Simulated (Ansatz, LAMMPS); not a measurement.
# Glassy 83GeO2-8Al2O3-8SrO (mol %) (111 atoms) under strain: runs compared

How stiff is glassy 83GeO2-8Al2O3-8SrO (mol %) (111 atoms), and how do its levels respond to strain?

Computed with Ansatz 0.2.0: Kohn-Sham DFT, PBE, PAW (set soft_1), plane waves.

### Step 1. The cell as built

The cell holds 111 atoms: 30 Ge, 6 Al, 3 Sr and 72 O. Cell: a = 11.866 Å, b = 11.866 Å, c = 11.866 Å, α = 90.0°, β = 90.0°, γ = 90.0°. 111 atoms (30 Ge, 6 Al, 3 Sr, 72 O) placed at random at 3.7 g/cm³, melted at 4000 K for 10 ps at fixed volume with the Morse and Coulomb pair potential with partial charges (Pedone, Malavasi, Menziani, Cormack and Segre, J. Phys. Chem. B 110, 11780 (2006)). Quenched from 4000 K to 300 K at 10 K/ps and fixed volume, held 10 ps at zero pressure.

What the set-up can't give: The quench rate of 10 K/ps far exceeds what a furnace or splat quench reaches, so expect more defects and frozen-in strain than in a real sample. The network of bonds at the start is that of the classical potential that made the cell, and needn't be the one that DFT or experiment would give. Only the Γ point is sampled.

### Step 2. The reference run

The reference is a single point at the end of the relaxation.

Every strained cell starts from the geometry of this run, and its atoms are relaxed with the cell held.

Its input, with most atom lines left out:

```yaml
crystal:
  lattice:
    - [11.55377, -0.15678, 0.02767]
    - [-0.15678, 11.90735, -0.16126]
    - [0.02767, -0.16126, 11.63911]
  atoms:
    - { symbol: Ge, position: [0.89891, 0.95202, 0.80164] }
    - { symbol: Ge, position: [0.45807, 0.475, 0.21426] }
    - { symbol: Ge, position: [0.49124, 0.03797, 0.64988] }
    - { symbol: Ge, position: [0.1698, 0.67963, 0.85841] }
    - { symbol: Ge, position: [0.98358, 0.98421, 0.21576] }
    - { symbol: Ge, position: [0.65588, 0.39454, 0.80682] }
    - { symbol: Ge, position: [0.91746, 0.32882, 0.61745] }
    [... atom lines 8 to 111 left out ...]
kpoints:
  mp_grid: { grid: [1, 1, 1] }
hamiltonian:
  xc: pbe
  pseudopotentials: { kind: paw, azcp: { folder: soft_1 } }
scf:
  occupations: { method: gaussian, width: 0.025 }
output:
  forces: true
  stress: true
  populations: true
  dos:
    method: { smearing: { sigma: 0.1 } }
    de: 0.1
    projected: { site_lists: { Al: [Al], Ge: [Ge], O: [O], Sr: [Sr] } }
  eigenvalues: true
  write_density: true
  write_potential: true
  volumetric_format: npy
```

```
free energy per atom   : -1653.9086 eV/atom
r.m.s. force component : 0.00472 eV/Å
pressure               : 0.01729 GPa
```

Filled and empty levels are parted by 2.19 eV (at Γ alone); a semilocal functional tends to put such gaps too low. In a disordered cell it changes from sample to sample, and tail or defect levels can set it.

### Step 3. The runs

Each row is one run, on 4 threads of Arm Neoverse V2, shared host. The free energy is the program's total, comparable only between runs with the same functional, potentials and atoms.

```
                                 run  atoms    outcome  ionic steps, all passes  free energy (eV)     time  host memory (GiB)
           Single point at the start    111  converged                        -       -183569.945     33 s                2.6
              Cell and atoms relaxed    111  converged                       28       -183583.860   12 min                2.6
Single point at the relaxed geometry    111  converged                        -       -183583.860     47 s                2.6
                         Volume -3 %    111  converged                        8       -183583.617  3.6 min                2.5
                         Volume +3 %    111  converged                        7       -183583.618  3.5 min                2.6
                         Volume -6 %    111  converged                        9       -183582.861    4 min                2.5
                         Volume +6 %    111  converged                       14       -183582.939  6.3 min                2.7
                        Volume -10 %    111  converged                       13       -183581.018  5.4 min                2.4
            Stretched by 1 % along x    111  converged                        4       -183583.818  1.9 min                2.6
           Compressed by 1 % along x    111  converged                        7       -183583.821  3.5 min                2.6
```

In some runs the program notes that the SCF threshold is loose for the stress.

### Step 4. Pressure against volume

Atoms are relaxed at each volume, in the scaled cell.

```
volume change (%)  volume (Å³/atom)  energy change (meV/atom)  pressure (GPa)  largest move on relaxing (Å)  bonds  gap (eV)
              -10            12.978                     25.60            5.91                          0.60    172                2.49
               -6            13.555                      9.00            3.42                          0.44    171                2.31
               -3            13.988                      2.19            1.65                          0.26    170                2.26
               +0            14.420                      0.00            0.02                             -    169                2.19
               +3            14.853                      2.18           -1.60                          0.19    166                2.09
               +6            15.286                      8.29           -2.95                          0.54    167                2.00
```

### Step 5. Uniaxial strain and shear

Stress (GPa, compression positive) less that of the relaxed cell, atoms relaxed:

```
                   strain      xx      yy      zz      xy  energy change (meV/atom)
 stretched by 1 % along x  -0.901  -0.432  -0.399  -0.008                      0.38
compressed by 1 % along x   0.758   0.336   0.278   0.009                      0.35
```

### Step 6. Outcome

The bulk modulus, from the slope of pressure against ln V over the three points nearest the relaxed volume, is 54.0 GPa; between neighbouring points the slope runs 57, 57, 53, 55 and 47 GPa from the smallest volume up, without a steady fall, so no pressure derivative is given. The count of bonds runs from 166 to 172 over the series, so at some points contacts cross the cutoffs. At -10 % and +6 % some atom moved by over 0.5 Å on relaxing, so those points may sit in another local minimum. The gap goes from 2.49 eV at the smallest volume to 2.00 eV at the largest, -2.8 eV per unit of ln V by a straight line, on the run's k-points. In the Cartesian axes of the cell, finite differences give C11 = 82.9, C12 = 38.4 and C13 = 33.8 GPa. The mean of C11, C12 and C13, which equals the bulk modulus in a cubic or isotropic solid, is 51.7 GPa: it agrees with the bulk modulus within 10 %.

Caveats: Strains are finite and relaxations stop at the force tolerance of the input, which can leave moduli too stiff; they are those of a static cell at zero temperature. Volumes are changed with the cell's shape held, so in an anisotropic solid the modulus lies over the one under free hydrostatic load. The program notes that the SCF threshold of the relaxations is loose for the stress.

The DFT runs together took 41 min of wall time.

[Logs are printed without paths, hosts, clocks, repeated set-up lines and the standing remarks that a program may print on its own settings, such as how far it seeks lower states.]

[Hosts, paths, dates, database ids (printed as entryN), source tags and the programs' standing remarks are cut or masked in the printed files.]
